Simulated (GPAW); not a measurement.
# Ti2C(OH)2 MXene monolayer in an electric field, part 2 of 2

Wanted: the out-of-plane polarisability of Ti2C(OH)2 MXene monolayer.

GPAW 26.7.0; GPAW, PAW setups; layer in a repeated cell with vacuum, relaxation of atoms and in-plane cell (the session's first sound run).

So far. Step 5 (In a field): The dipole is now -0.0581 e Å, against 7.4e-6 in the run without a field.

## Step 8: Field on

Level of this step: GPAW, PAW setups; slab in vacuum (GPAW).

The input, run.py:

```python
import json
import numpy as np
from ase import Atoms
from gpaw import GPAW, PW
from gpaw.external import ConstantElectricField

slab = Atoms(
    ['H', 'O', 'Ti', 'C', 'Ti', 'O', 'H'],
    positions=[
        [-0.00000, 1.75328, 9.00000],
        [-0.00000, 1.75328, 9.97489],
        [1.51839, 0.87664, 11.25212],
        [-0.00000, -0.00000, 12.41420],
        [-0.00000, 1.75328, 13.57628],
        [1.51839, 0.87664, 14.85351],
        [1.51839, 0.87664, 15.82840]],
    cell=[[3.03678, 0.0, 0.0], [-1.51839, 2.62993, 0.0], [0.0, 0.0, 24.8284]],
    pbc=[True, True, False])

slab.calc = GPAW(mode=PW(500), xc='PBE', kpts={'size': (12, 12, 1), 'gamma': True},
                 occupations={'name': 'fermi-dirac', 'width': 0.05}, nbands='160%',
                 convergence={'density': 1e-05}, maxiter=200,
                 poissonsolver={'dipolelayer': 'xy'},
                 external=ConstantElectricField(0.1, [0, 0, 1]),
                 symmetry={'tolerance': 1e-3}, txt='slab.txt')
result = {}
energy = slab.get_potential_energy()
fermi = slab.calc.get_fermi_level()
v = slab.calc.get_electrostatic_potential().mean((0, 1)) - fermi
n = slab.calc.get_pseudo_density().mean((0, 1))
L = slab.cell[2, 2]
z = np.arange(len(v)) * L / len(v)
low, high = slab.positions[:, 2].min(), slab.positions[:, 2].max()
below, above = np.interp([low - 6.8, high + 6.8], z, v)
slopes = [np.interp(x, z, np.gradient(v, z)) for x in (low - 6.8, high + 6.8)]
eps = np.array([[slab.calc.get_eigenvalues(k, s) for k in range(len(slab.calc.get_ibz_k_points()))]
                for s in range(slab.calc.get_number_of_spins())]) - fermi
top, bottom = eps[eps < 0].max(), eps[eps > 0].min()
dipole = slab.get_dipole_moment()[2]
print(f'energy {energy:.4f} eV, Fermi level {fermi:.4f} eV, dipole {dipole:.5f} e A')
print(f'potential 6.8 A off the faces, from the Fermi level: lower {below:.4f} eV, upper {above:.4f} eV')
print(f'slope of the potential there: lower {slopes[0]:.5f}, upper {slopes[1]:.5f} eV/A')
print(f'nearest levels on the mesh: {top:.4f} and {bottom:.4f} eV')
print('magnetic moment', round(slab.get_magnetic_moment(), 3))
result.update(energy=energy, fermi=fermi, dipole=dipole, below=below, above=above, slopes=slopes, edges=[top, bottom],
              z=z.tolist(), v=v.tolist(), n=n.tolist(), positions=slab.positions.tolist(),
              forces=slab.get_forces(apply_constraint=False).tolist(), moments=slab.get_magnetic_moments().tolist())
json.dump(result, open('result.json', 'w'))
```

Launch:

```
$ OMP_NUM_THREADS=1 OPENBLAS_NUM_THREADS=1 python run.py
```

The program printed:

```text
energy -48.5553 eV, Fermi level 1.2714 eV, dipole 0.05808 e A
potential 6.8 A off the faces, from the Fermi level: lower 2.6885 eV, upper 1.3730 eV
slope of the potential there: lower -0.00112, upper 0.00060 eV/A
nearest levels on the mesh: -0.0144 and 0.0538 eV
magnetic moment 0.0
```

The job ended after 2.4 min (1 thread of Intel Xeon 6975P-C (Granite Rapids), shared host; peak memory 0.6 GiB).

The dipole is now 0.0581 e Å, against 7.4e-6 in the run without a field.

## Step 9: Field on

Changes to run.py since step 8:

```diff
@@ -23,3 +23,3 @@
                  poissonsolver={'dipolelayer': 'xy'},
-                 external=ConstantElectricField(0.1, [0, 0, 1]),
+                 external=ConstantElectricField(0.2, [0, 0, 1]),
                  symmetry={'tolerance': 1e-3}, txt='slab.txt')
```

The program printed:

```text
energy -48.5641 eV, Fermi level 1.2467 eV, dipole 0.11649 e A
potential 6.8 A off the faces, from the Fermi level: lower 3.4004 eV, upper 0.7624 eV
slope of the potential there: lower -0.00266, upper 0.00078 eV/A
nearest levels on the mesh: -0.0191 and 0.0537 eV
magnetic moment 0.0
```

It took 2.7 min on 1 thread; peak memory 0.6 GiB.

The electrostatic potential energy of an electron (without an applied field's), less the Fermi level, planar mean oscillates, so the rows of the table below give means over windows of 1 Å about each position, cut where the curve ends. Its maxima inside the range that stand out by 2 % of the span (Å: eV): 0.7: 3.40, 9.3: 0.284, 10.4: -5.43, 12.0: -7.95, 12.9: -8.13, 14.4: -6.28, 15.5: -1.06. Its minima: 9.0: -0.738, 10.0: -10.4, 11.2: -18.9, 12.4: -12.7, 13.6: -19.4, 14.8: -11.4, 15.8: -2.21.

The electrostatic potential energy of an electron (without an applied field's), less the Fermi level, planar mean by z; means over each step:

| z (Å) | electrostatic potential energy of an electron (without an applied field's), less the Fermi level, planar mean (eV) |
| --- | --- |
| 0 | 2.90 |
| 1 | 3.40 |
| 2 | 3.40 |
| 3 | 3.40 |
| 4 | 3.38 |
| 5 | 3.34 |
| 6 | 3.22 |
| 7 | 2.90 |
| 8 | 2.07 |
| 9 | 0.0146 |
| 10 | -6.63 |
| 11 | -13.8 |
| 12 | -10.7 |
| 13 | -11.8 |
| 14 | -12.4 |
| 15 | -6.79 |
| 16 | -1.27 |
| 17 | 0.269 |
| 18 | 0.634 |
| 19 | 0.729 |
| 20 | 0.754 |
| 21 | 0.760 |
| 22 | 0.762 |
| 23 | 0.763 |
| 24 | 0.778 |

The dipole is now 0.116 e Å, against 7.4e-6 in the run without a field.

## Step 10: Field on

Changes to run.py since step 9:

```diff
@@ -23,3 +23,3 @@
                  poissonsolver={'dipolelayer': 'xy'},
-                 external=ConstantElectricField(0.2, [0, 0, 1]),
+                 external=ConstantElectricField(0.3, [0, 0, 1]),
                  symmetry={'tolerance': 1e-3}, txt='slab.txt')
```

The program printed:

```text
energy -48.5787 eV, Fermi level 1.2014 eV, dipole 0.17590 e A
potential 6.8 A off the faces, from the Fermi level: lower 4.1665 eV, upper 0.1851 eV
slope of the potential there: lower -0.00688, upper 0.00117 eV/A
nearest levels on the mesh: -0.0263 and 0.0534 eV
magnetic moment 0.0
```

Run time: 2.7 min. Hardware: 1 thread; peak memory 0.6 GiB.

The electrostatic potential energy of an electron (without an applied field's), less the Fermi level, planar mean oscillates, so the rows of the table below give means over windows of 1 Å about each position, cut where the curve ends. Its maxima inside the range that stand out by 2 % of the span (Å: eV): 0.7: 4.17, 9.3: 0.612, 10.4: -5.22, 12.0: -7.90, 12.9: -8.17, 14.4: -6.49, 15.5: -1.39. Its minima: 9.0: -0.379, 10.0: -10.2, 11.2: -18.8, 12.4: -12.7, 13.6: -19.5, 14.8: -11.7, 15.8: -2.57.

The electrostatic potential energy of an electron (without an applied field's), less the Fermi level, planar mean by z; means over each step:

| z (Å) | electrostatic potential energy of an electron (without an applied field's), less the Fermi level, planar mean (eV) |
| --- | --- |
| 0 | 3.42 |
| 1 | 4.17 |
| 2 | 4.17 |
| 3 | 4.16 |
| 4 | 4.13 |
| 5 | 4.05 |
| 6 | 3.88 |
| 7 | 3.49 |
| 8 | 2.55 |
| 9 | 0.376 |
| 10 | -6.38 |
| 11 | -13.6 |
| 12 | -10.7 |
| 13 | -11.9 |
| 14 | -12.6 |
| 15 | -7.07 |
| 16 | -1.66 |
| 17 | -0.218 |
| 18 | 0.0894 |
| 19 | 0.162 |
| 20 | 0.179 |
| 21 | 0.183 |
| 22 | 0.185 |
| 23 | 0.186 |
| 24 | 0.209 |

The dipole is now 0.176 e Å, against 7.4e-6 in the run without a field.

## Step 11: The series

The members are put on one axis.

This step: induced dipole against applied field (GPAW 26.7.0).

The dipole along the normal by field:

| field (V/Å) | dipole along the normal (e·Å) |
| --- | --- |
| -0.200 | -0.116 |
| -0.100 | -0.0581 |
| -0.050 | -0.0290 |
| 0.000 | 7.4e-6 |
| 0.050 | 0.0290 |
| 0.100 | 0.0581 |
| 0.200 | 0.116 |
| 0.300 | 0.176 |

## Step 12: A changed run

One more run, with changed settings.

This step: GPAW, PAW setups; slab in vacuum (GPAW 26.7.0).

Changes to run.py since step 10:

```diff
@@ -3,4 +3,3 @@
 from ase import Atoms
-from gpaw import GPAW, PW
-from gpaw.external import ConstantElectricField
+from gpaw import GPAW
 
@@ -19,7 +18,6 @@
 
-slab.calc = GPAW(mode=PW(500), xc='PBE', kpts={'size': (12, 12, 1), 'gamma': True},
+slab.calc = GPAW(mode='fd', h=0.4, xc='PBE', kpts={'size': (12, 12, 1), 'gamma': True},
                  occupations={'name': 'fermi-dirac', 'width': 0.05}, nbands='160%',
-                 convergence={'density': 1e-05}, maxiter=200,
+                 convergence={'density': 1e-05}, maxiter=100,
                  poissonsolver={'dipolelayer': 'xy'},
-                 external=ConstantElectricField(0.3, [0, 0, 1]),
                  symmetry={'tolerance': 1e-3}, txt='slab.txt')
```

The program printed:

```text
energy -326.1993 eV, Fermi level -2.2450 eV, dipole -0.00000 e A
potential 6.8 A off the faces, from the Fermi level: lower 2.2447 eV, upper 2.2447 eV
slope of the potential there: lower -0.00061, upper 0.00061 eV/A
nearest levels on the mesh: -0.0248 and 0.0559 eV
magnetic moment 0.0
```

It took 34 s on 1 thread; peak memory 0.19 GiB.

The run finished. A setting was moved off its sound value on purpose, so it serves as a test and not as the result.

The fault put into the input: a grid far too coarse (mode = "fd" and h = 0.4).

The two runs compared:

| quantity | this run | sound run | difference |
| --- | --- | --- | --- |
| upper work function (eV) | 2.2447 | 2.0146 | 0.230 |
| lower work function (eV) | 2.2447 | 2.0146 | 0.230 |

The two runs differ clearly in the upper work function: 2.24 eV against 2.01 eV.

## Step 13: What came out

```
work function, both faces                      : 2.01 eV
dipole along the normal                        : 7.4e-6 e Å, near the numerical noise
induced dipole per field                       : 0.584 e Å per V/Å
out-of-plane polarisability per area, α/(ε0 A) : 13.2 Å
```

The field induces 0.584 e Å per V/Å, a polarisable thickness α/(ε0 A) of 13.2 Å beside 6.83 Å between the outermost nuclei. A perfect conductor would give the distance between its two image planes; a dielectric of thickness t gives t(1 - 1/ε). The induced dipole is linear in the field over this range. The runs had no spin polarisation, so a magnetic state, which thin layers of d-metal atoms can have, wasn't tested. The layer's cell and atoms come from the relaxation; spin-orbit coupling and temperature are left out.

[Logs are printed without paths, hosts, clocks, repeated set-up lines and the standing remarks that a program may print on its own settings, such as how far it seeks lower states.]

[Hosts, paths, dates, database ids (printed as entryN), source tags and the programs' standing remarks are cut or masked in the printed files.]
